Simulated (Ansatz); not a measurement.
# Ca on Cr(100): change of the work function, part 3 of 6

Wanted: Δφ(θ) for Ca/Cr(100), starting from the hollow site.

Ansatz 0.2.0; plane-wave DFT, LDA, Ansatz PAW.

So far, work function, upper face (eV): step 2 (the clean slab) 4.12.

## (3) The covered slab, coverage 0.25 ML (continued)

Projected DOS per atom, spin up over height of the atomic layer and energy from the Fermi level. Layers: Cr4 Cr4 Cr4 Cr4 Cr4 Ca from below.

Ten even steps from '0' (0.00 states/eV) to '9' (1.56 states/eV), each cell a mean:
```
295861
389841
353431
632241
623161
824290
923240
845471
946670
544440
333330
545440
235320
012110
001000
000000
000000
000000
000000
000000
000000
000000
```
Columns: height of the atomic layer (Å) from 9 to 16.5 (not evenly spaced); rows upwards: energy from the Fermi level (eV) from -7.96 to 1.75.

Projected DOS per atom, spin down over height of the atomic layer and energy from the Fermi level. Layers: Cr4 Cr4 Cr4 Cr4 Cr4 Ca from below.

Ten even steps from '_' (0.00 states/eV) to '@' (1.65 states/eV), each cell a mean:
```
%%++##****..
@@##@@++**..
@@--**--**..
++..::..**__
......::==__
::--::----..
==**====++..
--##--++==__
..++--++--__
..++--++::__
--##==++--__
__----==::__
__--==--..__
__..::..____
____________
____________
____________
____________
____________
____________
____________
____________
```
Columns: height of the atomic layer (Å) from 9 to 16.5 (not evenly spaced); rows upwards: energy from the Fermi level (eV) from -7.96 to 1.75.

Site moment by atom:

```
atom  site moment (μB)
 Cr1              2.28
 Cr2             -0.84
 Cr3              0.57
 Cr4             -0.53
 Cr5              1.08
 Cr6              2.28
 Cr7             -0.86
 Cr8              0.57
 Cr9             -0.54
Cr10              1.08
Cr11              2.28
Cr12             -0.86
Cr13              0.57
Cr14             -0.54
Cr15              1.08
Cr16              2.28
Cr17             -0.88
Cr18              0.57
Cr19             -0.51
Cr20              1.08
Ca21              0.06
```

Spin density in the ca plane at fractional y = 0.250, with atoms of Cr and Ca within 0.2 Å of it.

Values in units of 1e-1 e/Å³, 8 rows by 16 columns, each cell a mean:
```
 0.2  0.3 -0.2 -0.4  0.0 -0.2 -0.2  0.1  0.1  0.0  0.0  0.0  0.0  0.0  0.0  0.0
 0.1  0.0 -2.0 -5.4 -0.2 -2.3 -2.4 -0.1  0.0  0.0  0.0  0.0  0.0  0.0  0.0  0.0
 0.1  0.0 -1.4 -3.5 -0.1 -1.5 -1.6  0.0  0.0  0.0  0.0  0.0  0.0  0.0  0.0  0.0
 0.2  0.4 -0.1 -0.2  0.1 -0.1 -0.1  0.1  0.1  0.0  0.0  0.0  0.0  0.0  0.0  0.0
 0.2  0.3 -0.2 -0.4  0.0 -0.2 -0.2  0.1  0.1  0.0  0.0  0.0  0.0  0.0  0.0  0.0
 0.1  0.0 -2.0 -5.4 -0.2 -2.0 -2.6 -0.1  0.0  0.1  0.0  0.0  0.0  0.0  0.0  0.0
 0.1  0.0 -1.3 -3.4 -0.1 -1.3 -1.7 -0.1  0.1  0.1  0.0  0.0  0.0  0.0  0.0  0.0
 0.2  0.4 -0.1 -0.2  0.1 -0.1 -0.1  0.1  0.1  0.0  0.0  0.0  0.0  0.0  0.0  0.0
```
Columns run along c (16.0 Å, from fractional 0.29 to 0.90 of the cell), rows up along a (5.8 Å). Atoms in or near the plane, at fractional coordinates: Cr at (0.40, 0.25), Cr at (0.51, 0.25), Cr at (0.40, 0.75), Cr at (0.51, 0.75), Ca at (0.63, 0.25).

Electrostatic potential energy in the ca plane at fractional y = 0.250, with atoms of Cr and Ca within 0.2 Å of it. With pseudopotentials it is smooth inside the atoms' cores, unlike the true potential.

Values in eV, 8 rows by 16 columns, each cell a mean:
```
  6   4  -1  -6   3  -3  -4   5   6   5   5   6   6   6   6   6
  7   6 -19 -34   0 -27 -28   5   7   7   6   6   6   6   6   6
  7   6 -15 -29   1 -22 -23   5   7   7   6   6   6   6   6   6
  6   4   2   0   4   2   1   5   6   4   5   6   6   6   6   6
  6   4  -1  -6   3  -2  -4   5  -1  -9   1   5   6   6   6   6
  7   6 -19 -34   0 -25 -29   3 -18 -36  -4   4   6   6   6   6
  7   6 -14 -29   1 -20 -24   4 -14 -31  -3   4   6   6   6   6
  6   4   2   0   4   2   1   5   2  -3   3   5   6   6   6   6
```
Columns run along c (16.0 Å, from fractional 0.29 to 0.90 of the cell; values clipped at the 3rd and 97th percentile), rows up along a (5.8 Å). Atoms in or near the plane, at fractional coordinates: Cr at (0.40, 0.25), Cr at (0.51, 0.25), Cr at (0.40, 0.75), Cr at (0.51, 0.75), Ca at (0.63, 0.25).

Valence density in the ca plane at fractional y = 0.250, with atoms of Cr and Ca within 0.2 Å of it. It is the smooth field of the valence electrons, not physical close to the nuclei.

Values in units of 1e0 e/Å³, 8 rows by 16 columns, each cell a mean:
```
0.0 0.2 0.4 0.6 0.3 0.5 0.5 0.2 0.1 0.0 0.0 0.0 0.0 0.0 0.0 0.0
0.0 0.1 2.8 8.5 0.4 5.5 5.9 0.2 0.1 0.0 0.0 0.0 0.0 0.0 0.0 0.0
0.0 0.2 1.9 5.4 0.3 3.5 3.8 0.2 0.1 0.0 0.0 0.0 0.0 0.0 0.0 0.0
0.0 0.2 0.3 0.3 0.3 0.3 0.3 0.2 0.1 0.0 0.0 0.0 0.0 0.0 0.0 0.0
0.0 0.2 0.4 0.6 0.3 0.5 0.5 0.2 0.2 0.5 0.0 0.0 0.0 0.0 0.0 0.0
0.0 0.1 2.9 8.6 0.3 4.9 6.5 0.2 1.5 4.2 0.2 0.0 0.0 0.0 0.0 0.0
0.0 0.2 1.9 5.4 0.3 3.2 4.1 0.2 1.1 3.1 0.2 0.0 0.0 0.0 0.0 0.0
0.0 0.2 0.3 0.3 0.3 0.3 0.3 0.2 0.1 0.2 0.0 0.0 0.0 0.0 0.0 0.0
```
Columns run along c (16.0 Å, from fractional 0.29 to 0.90 of the cell), rows up along a (5.8 Å). Atoms in or near the plane, at fractional coordinates: Cr at (0.40, 0.25), Cr at (0.51, 0.25), Cr at (0.40, 0.75), Cr at (0.51, 0.75), Ca at (0.63, 0.25).

The relaxation took 7 steps and lowered the energy by 0.38 eV; the largest force on the free atoms ends at 0.0073 eV/Å.

By hand: a sheet of dipoles makes a step −p/(ε₀A) in the electron's potential. With e/ε₀ = 180.95 V·Å, p = 0.2790 e·Å and A = 33.18 Å², that is −180.95 × (0.2790) / 33.18 = -1.522 eV, and the two vacuum levels of the run differ by -1.522 eV.

The covered face has 2.51 eV, -1.61 eV against the clean one; the bare back face has moved by +0.01 eV, a measure of how thin the slab is.

## (4) Adsorbate added, coverage 0.5 ML

System of this step: Ca/Cr(100). The cell holds 22 atoms: 20 Cr and 2 Ca. Cell: a = 5.760 Å, b = 5.760 Å, c = 26.000 Å, α = 90.0°, β = 90.0°, γ = 90.0°. Vacuum lies along c.

Another coverage, to see how the dipoles act on each other as their distance changes.

Input file input.yaml:

```yaml
crystal:
  lattice:
    - [5.76, 0.0, 0.0]
    - [0.0, 5.76, 0.0]
    - [0.0, 0.0, 26.0000219474]
  atoms:
    - { symbol: Cr, position: [0.0, 0.0, 0.346153554], spin: 2.29 }
    - { symbol: Cr, position: [0.25, 0.25, 0.4015381226], spin: -0.9 }
    - { symbol: Cr, position: [0.0, 0.0, 0.452141619], spin: 0.63 }
    - { symbol: Cr, position: [0.25, 0.25, 0.5083936953], spin: -0.7 }
    - { symbol: Cr, position: [0.0, 0.0, 0.553607495], spin: 1.49 }
    - { symbol: Cr, position: [0.0, 0.5, 0.346153554], spin: 2.29 }
    - { symbol: Cr, position: [0.25, 0.75, 0.4015381226], spin: -0.9 }
    - { symbol: Cr, position: [0.0, 0.5, 0.452141619], spin: 0.63 }
    - { symbol: Cr, position: [0.25, 0.75, 0.5083936953], spin: -0.7 }
    - { symbol: Cr, position: [0.0, 0.5, 0.553607495], spin: 1.49 }
    - { symbol: Cr, position: [0.5, 0.0, 0.346153554], spin: 2.29 }
    - { symbol: Cr, position: [0.75, 0.25, 0.4015381226], spin: -0.9 }
    - { symbol: Cr, position: [0.5, 0.0, 0.452141619], spin: 0.63 }
    - { symbol: Cr, position: [0.75, 0.25, 0.5083936953], spin: -0.7 }
    - { symbol: Cr, position: [0.5, 0.0, 0.553607495], spin: 1.49 }
    - { symbol: Cr, position: [0.5, 0.5, 0.346153554], spin: 2.29 }
    - { symbol: Cr, position: [0.75, 0.75, 0.4015381226], spin: -0.9 }
    - { symbol: Cr, position: [0.5, 0.5, 0.452141619], spin: 0.63 }
    - { symbol: Cr, position: [0.75, 0.75, 0.5083936953], spin: -0.7 }
    - { symbol: Cr, position: [0.5, 0.5, 0.553607495], spin: 1.49 }
    - { symbol: Ca, position: [0.25, 0.25, 0.653846446] }
    - { symbol: Ca, position: [0.75, 0.75, 0.653846446] }
magnetization:
  spin_polarized: true
kpoints:
  mp_grid: { grid: [5, 5, 1] }
hamiltonian:
  xc: lda
scf:
  occupations: { method: fermi_dirac, width: 0.1 }
  convergence: { dr2_threshold: 1.0e-08 }
efield:
  axis: 3
  dipole_correction: true
  ramp_position: 0.97
  ramp_width: 0.06
relax:
  f_tol: 0.02
  max_steps: 60
  constraints: [{ sites: [0, 1, 5, 6, 10, 11, 15, 16] }]
output:
  bader: true
  dos: { projected: true, e_range: [-8, 4] }
  write_potential: true
  write_density: true
  volumetric_format: npy
```

Run with:

```sh
$ ansatz run input.yaml --threads 4 --pin off --max-ram 12288MiB --backend cpu --events-out ev --progress --plain --runs-dir out
```

Numbers of over 12 decimals in the logs are rounded to 6 here.

The program printed:

```text
[...]
Crystal: 22 atoms, lattice volume = 862.618 Å³
Basis set: ecut = 420 eV, 16971 PW (Γ)
Bands: 195, of which v1, the nominal top of the filled ones, is band 150 counted from 1 (149 counted from 0)
Symmetry: 16 space group operations
k-points: 6 of 25
[...]
Starting moments: Σ|m| = 24.04 μB on 20 of 22 sites
[...]
SCF iter   1: F=—  HF=-70042.661610 eV  |F-HF|=—  |Δ(HF+E_count)|=         —  Δρ=5.83e-2 (↑5.83e-2 ↓5.40e-2)  dr2=1.74e2  dr2_m=6.08e-1  M=10.308 μB ∫|m|=19.017 μB  β_m=1.00  ethr=3.10e-3  p=-0.000 e·Å  D=-1.22e-6 V/Å  ΔV_dip=0.00 eV  dr2_dipole=4.17e0  V_vac-E_F(+/−)=6.55/6.55 eV  ⟨swp⟩=12.7  Hψ=13911  notcnv=0
[...]
SCF iter  21: F=-69990.389257 eV  HF=-69990.389257 eV  |F-HF|=7.42e-10  |Δ(HF+E_count)|=  3.06e-10  Δρ=8.06e-8 (↑6.89e-8 ↓8.06e-8)  dr2=2.79e-10  dr2_m=1.97e-12  M=13.888 μB ∫|m|=26.968 μB  ethr=1.00e-12  p=0.198 e·Å  D=4.15e-2 V/Å  ΔV_dip=-1.08 eV  dr2_dipole=8.70e-12  V_vac-E_F(+/−)=2.96/4.04 eV  ⟨swp⟩=5.7  Hψ=10048  notcnv=0
SCF 1 converged in 21 iterations: F = -69990.389257 eV  dr2 = 2.79e-10
[...]
relax step   1: F+E_penalty+E_count = -69990.38925676 eV  Δ(F+E_penalty+E_count) = +0.000e0 eV  max|allowed force component| = 8.593e-1 eV/Å  Δτ_max = 0.0000 Å  (21 SCF iters, accepted)
[...]
SCF iter  13: F=-69990.684471 eV  HF=-69990.684471 eV  |F-HF|=3.71e-9  |Δ(HF+E_count)|=  9.75e-10  Δρ=3.99e-7 (↑2.83e-7 ↓3.99e-7)  dr2=4.78e-9  dr2_m=1.30e-10  M=13.982 μB ∫|m|=26.985 μB  ethr=1.00e-12  p=0.228 e·Å  D=4.79e-2 V/Å  ΔV_dip=-1.24 eV  dr2_dipole=1.40e-10  V_vac-E_F(+/−)=2.80/4.04 eV  ⟨swp⟩=6.8  Hψ=13466  notcnv=0
SCF 2 converged in 13 iterations: F = -69990.684471 eV  dr2 = 4.78e-9
relax step   2: F+E_penalty+E_count = -69990.68447085 eV  Δ(F+E_penalty+E_count) = -2.952e-1 eV  max|allowed force component| = 6.088e-1 eV/Å  Δτ_max = 0.1878 Å  (13 SCF iters, accepted)
SCF iter   1: F=—  HF=-69990.899249 eV  |F-HF|=—  |Δ(HF+E_count)|=         —  Δρ=2.85e-3 (↑2.37e-3 ↓2.85e-3)  dr2=1.16e0  dr2_m=1.59e-2  M=13.747 μB ∫|m|=26.652 μB  β_m=1.00  ethr=2.51e-3  p=0.228 e·Å  D=4.79e-2 V/Å  ΔV_dip=-1.24 eV  dr2_dipole=1.40e-1  V_vac-E_F(+/−)=2.85/4.09 eV  ⟨swp⟩=7.6  Hψ=6751  notcnv=0
[...]
SCF iter  15: F=-69990.843739 eV  HF=-69990.843739 eV  |F-HF|=2.95e-9  |Δ(HF+E_count)|=   2.60e-9  Δρ=3.69e-7 (↑3.69e-7 ↓1.37e-7)  dr2=3.16e-9  dr2_m=1.70e-10  M=13.905 μB ∫|m|=26.854 μB  ethr=3.24e-12  p=0.265 e·Å  D=5.55e-2 V/Å  ΔV_dip=-1.44 eV  dr2_dipole=2.31e-10  V_vac-E_F(+/−)=2.60/4.04 eV  ⟨swp⟩=6.9  Hψ=13680  notcnv=0
SCF 3 converged in 15 iterations: F = -69990.843739 eV  dr2 = 3.16e-9
relax step   3: F+E_penalty+E_count = -69990.84373933 eV  Δ(F+E_penalty+E_count) = -1.593e-1 eV  max|allowed force component| = 9.089e-2 eV/Å  Δτ_max = 0.1972 Å  (15 SCF iters, accepted)
[...]
relax step   4: F+E_penalty+E_count = -69990.85168214 eV  Δ(F+E_penalty+E_count) = -7.943e-3 eV  max|allowed force component| = 6.214e-2 eV/Å  Δτ_max = 0.0603 Å  (13 SCF iters, accepted)
[...]
relax step   5: F+E_penalty+E_count = -69990.85255407 eV  Δ(F+E_penalty+E_count) = -8.719e-4 eV  max|allowed force component| = 2.896e-2 eV/Å  Δτ_max = 0.0066 Å  (11 SCF iters, accepted)
SCF iter   1: F=—  HF=-69990.853282 eV  |F-HF|=—  |Δ(HF+E_count)|=         —  Δρ=1.31e-4 (↑1.31e-4 ↓1.22e-4)  dr2=1.57e-4  dr2_m=6.28e-5  M=13.690 μB ∫|m|=26.125 μB  β_m=1.00  ethr=2.65e-6  p=0.269 e·Å  D=5.64e-2 V/Å  ΔV_dip=-1.47 eV  dr2_dipole=1.26e-5  V_vac-E_F(+/−)=2.58/4.04 eV  ⟨swp⟩=2.0  Hψ=3633  notcnv=0
[...]
SCF iter  10: F=-69990.852722 eV  HF=-69990.852722 eV  |F-HF|=6.10e-9  |Δ(HF+E_count)|=  6.11e-10  Δρ=4.27e-7 (↑1.98e-7 ↓4.27e-7)  dr2=6.25e-9  dr2_m=1.97e-10  M=13.674 μB ∫|m|=26.098 μB  ethr=1.43e-12  p=0.269 e·Å  D=5.64e-2 V/Å  ΔV_dip=-1.47 eV  dr2_dipole=8.88e-10  V_vac-E_F(+/−)=2.58/4.04 eV  ⟨swp⟩=6.2  Hψ=13364  notcnv=0
SCF 6 converged in 10 iterations: F = -69990.852722 eV  dr2 = 6.25e-9
relax step   6: F+E_penalty+E_count = -69990.85272154 eV  Δ(F+E_penalty+E_count) = -1.675e-4 eV  max|allowed force component| = 3.896e-3 eV/Å  Δτ_max = 0.0018 Å  (10 SCF iters, accepted)
[...]
SCF converged after 10 iterations
Magnetization: 13.6741 μB (156.8371 up, 143.1629 down)
Absolute magnetization: 26.0980 μB (∫|ρ↑−ρ↓|, with the PAW one-centre terms)
[...]
Per-site moments (μB) at R_I (Å): [(2.277916, 1.028838), (-0.875237, 0.999775), (0.602867, 0.999775), (-0.555709, 0.967626), (1.302229, 0.967626), (2.277916, 1.028838), (-0.869875, 0.999775), (0.602867, 0.999775), (-0.549030, 0.971957), (1.302229, 0.967626), (2.277916, 1.028838), (-0.869875, 0.999775), (0.602867, 0.999775), (-0.549030, 0.971957), (1.302229, 0.967626), (2.277916, 1.028838), (-0.875237, 0.999775), (0.602867, 0.999775), (-0.555709, 0.967626), (1.302229, 0.967626), (0.098587, 1.225703), (0.098587, 1.225703)]
Free energy (F): -69990.852722 eV
[...]
Internal energy: -69990.047518 eV  (E = F + TS)
E sigma→0 (E₀):  -69990.450120 eV
Entropy (-TS):   -0.805203 eV (-36.600 meV/atom)
Fermi energy:    3.538673 eV
Dipole field:    D = 0.056383 V/Å  (p = 0.268787 e·Å, saw-weighted, corrected)
Work function:   Φ+ = 2.5780 eV   Φ− = 4.0440 eV
[...]
--- Forces (eV/Å), atoms counted from 1 ---
  atom   1  Cr     0.00000000     0.00000000     1.09924996
  atom   2  Cr    -0.00000000     0.00000000    -1.08600856
  atom   3  Cr     0.00000000    -0.00000000     0.00389621
  atom   4  Cr    -0.00000000    -0.00000000    -0.00330034
  atom   5  Cr     0.00000000    -0.00000000    -0.00092990
  atom   6  Cr     0.00000000     0.00000000     1.09924996
  atom   7  Cr    -0.00000000     0.00000000    -1.11615345
  atom   8  Cr    -0.00000000    -0.00000000     0.00389621
  atom   9  Cr     0.00000000    -0.00000000     0.00120606
  atom  10  Cr    -0.00000000    -0.00000000    -0.00092990
  atom  11  Cr     0.00000000     0.00000000     1.09924996
  atom  12  Cr    -0.00000000     0.00000000    -1.11615345
  atom  13  Cr    -0.00000000    -0.00000000     0.00389621
  atom  14  Cr     0.00000000    -0.00000000     0.00120606
  atom  15  Cr    -0.00000000    -0.00000000    -0.00092990
  atom  16  Cr     0.00000000     0.00000000     1.09924996
  atom  17  Cr    -0.00000000     0.00000000    -1.08600856
  atom  18  Cr     0.00000000    -0.00000000     0.00389621
  atom  19  Cr    -0.00000000    -0.00000000    -0.00330034
  atom  20  Cr     0.00000000    -0.00000000    -0.00092990
  atom  21  Ca    -0.00000000    -0.00000000    -0.00010899
  atom  22  Ca    -0.00000000    -0.00000000    -0.00010899
  max |Σ_I F_I| component: 1.35e-4 eV/Å
--- Band table (eV; the first three rows and the last of 12) ---
  k-point 0 ↑: bands = [... 146 lower, 3.0107, 3.0107, 3.0443, 3.4961, 3.5570, 3.6696, 3.7040, 3.7078, ... 41 higher]
  k-point 1 ↑: bands = [... 146 lower, 3.0508, 3.2071, 3.2927, 3.3377, 3.3819, 3.3950, 3.4983, 3.5192, ... 41 higher]
  k-point 2 ↑: bands = [... 146 lower, 2.9202, 2.9737, 3.0814, 3.0980, 3.1634, 3.2880, 3.3723, 3.3807, ... 41 higher]
  k-point 5 ↓: bands = [... 146 lower, 3.8116, 3.8504, 4.0015, 4.0780, 4.1196, 4.1852, 4.2101, 4.2292, ... 41 higher]
--- Relaxed structure (6 steps of the walk, 6 accepted, 0 SCFs on fresh bases) ---
  F+E_penalty+E_count = -69990.85272154 eV   max|allowed force component| = 3.896e-3 eV/Å
  atoms:
    - { symbol: Cr, position: [0.0, 0.0, 0.346153554] }
    - { symbol: Cr, position: [0.250000, 0.250000, 0.4015381226] }
    - { symbol: Cr, position: [0, 0, 0.452084] }
    - { symbol: Cr, position: [0.250000, 0.250000, 0.508904] }
    - { symbol: Cr, position: [0, 0, 0.553682] }
    - { symbol: Cr, position: [0.0, 0.500000, 0.346153554] }
    - { symbol: Cr, position: [0.250000, 0.75, 0.4015381226] }
    - { symbol: Cr, position: [0, 0.500000, 0.452084] }
    - { symbol: Cr, position: [0.250000, 0.75, 0.508096] }
    - { symbol: Cr, position: [0, 0.500000, 0.553682] }
    - { symbol: Cr, position: [0.500000, 0.0, 0.346153554] }
    - { symbol: Cr, position: [0.75, 0.250000, 0.4015381226] }
    - { symbol: Cr, position: [0.500000, 0, 0.452084] }
    - { symbol: Cr, position: [0.75, 0.250000, 0.508096] }
    - { symbol: Cr, position: [0.500000, 0, 0.553682] }
    - { symbol: Cr, position: [0.500000, 0.500000, 0.346153554] }
    - { symbol: Cr, position: [0.75, 0.75, 0.4015381226] }
    - { symbol: Cr, position: [0.500000, 0.500000, 0.452084] }
    - { symbol: Cr, position: [0.75, 0.75, 0.508904] }
    - { symbol: Cr, position: [0.500000, 0.500000, 0.553682] }
    - { symbol: Ca, position: [0.250000, 0.250000, 0.636905] }
    - { symbol: Ca, position: [0.75, 0.75, 0.636905] }
--- Bader charges: 22 sites ---
  site symbol  charge [e]  shift [e]    m [muB]
     0     Cr      0.0451     0.0001     2.6682
     1     Cr     -0.0613     0.0001    -0.9391
     2     Cr      0.0437     0.0003     0.6376
     3     Cr     -0.0520     0.0002    -0.5948
     4     Cr     -0.3760     0.0002     1.5633
     5     Cr      0.0452     0.0001     2.6682
     6     Cr     -0.0574     0.0002    -0.9337
     7     Cr      0.0436     0.0003     0.6376
     8     Cr     -0.0103     0.0000    -0.5795
     9     Cr     -0.3759     0.0002     1.5633
    10     Cr      0.0451     0.0001     2.6682
    11     Cr     -0.0574     0.0002    -0.9337
    12     Cr      0.0437     0.0003     0.6376
    13     Cr     -0.0103     0.0000    -0.5795
    14     Cr     -0.3760     0.0002     1.5633
    15     Cr      0.0451     0.0001     2.6682
    16     Cr     -0.0613     0.0001    -0.9391
    17     Cr      0.0436     0.0003     0.6376
    18     Cr     -0.0519     0.0002    -0.5948
    19     Cr     -0.3760     0.0002     1.5633
    20     Ca      0.7555     0.0000     0.1458
    21     Ca      0.7554     0.0000     0.1458
  estimated error of the sums over rays = 9.7e-4 e
```

The job ended after 17 min (4 threads of Intel Xeon Platinum 8259CL at 2.50GHz (Skylake/Cascade Lake), shared host; peak memory 4.4 GiB; 62 min of CPU time).

Relaxation path:

```
step  energy less that of the first step (eV)  largest force component (eV/Å)
   1                                   0.0000                          0.8593
   2                                  -0.2952                          0.6088
   3                                  -0.4545                          0.0909
   4                                  -0.4624                          0.0621
   5                                  -0.4633                          0.0290
   6                                  -0.4635                          0.0039
```

Forces are held to the 16 operations that the run works with; a distortion that breaks them can't arise in this run.

The atoms that moved most (Å):

```
atom     dx     dy      dz  length
Ca21  0.000  0.000  -0.440   0.440
Ca22  0.000  0.000  -0.440   0.440
 Cr4  0.000  0.000   0.013   0.013
Cr19  0.000  0.000   0.013   0.013
Cr14  0.000  0.000  -0.008   0.008
 Cr9  0.000  0.000  -0.008   0.008
```

This step gave:

```
energy at zero smearing        : -69990.4501 eV
total moment                   : 13.67 μB
work function, upper face      : 2.578 eV
work function, lower face      : 4.044 eV
dipole along the normal        : 0.2688 e·Å
step between the vacuum levels : -1.466 eV
```

Running mean over 1.44 Å of the planar mean; the ramp of the sawtooth is left out. Table of electron's electrostatic potential energy less the Fermi level by z:

```
z (Å)  electron's electrostatic potential energy less the Fermi level (eV)
    4                                                                 4.04
    5                                                                 4.04
    6                                                                 3.98
    7                                                                 3.46
    8                                                                -1.08
    9                                                                -8.75
   10                                                                -9.71
   11                                                                -10.8
   12                                                                -9.72
   13                                                                -10.2
   14                                                                -11.7
   15                                                                -5.21
   16                                                                -2.95
   17                                                                -3.67
   18                                                                0.924
   19                                                                 2.25
   20                                                                 2.52
   21                                                                 2.57
   22                                                                 2.58
```

(Part 3 of 6 ends here.)

[Logs are printed without paths, hosts, clocks, repeated set-up lines and the standing remarks that a program may print on its own settings, such as how far it seeks lower states.]

[Hosts, paths, dates, database ids (printed as entryN), source tags and the programs' standing remarks are cut or masked in the printed files.]

[Maps of the electrostatic potential energy from Ansatz leave out the sawtooth potential of an applied field or a dipole correction, so their vacuum need not be flat; planar profiles and work functions include it.]
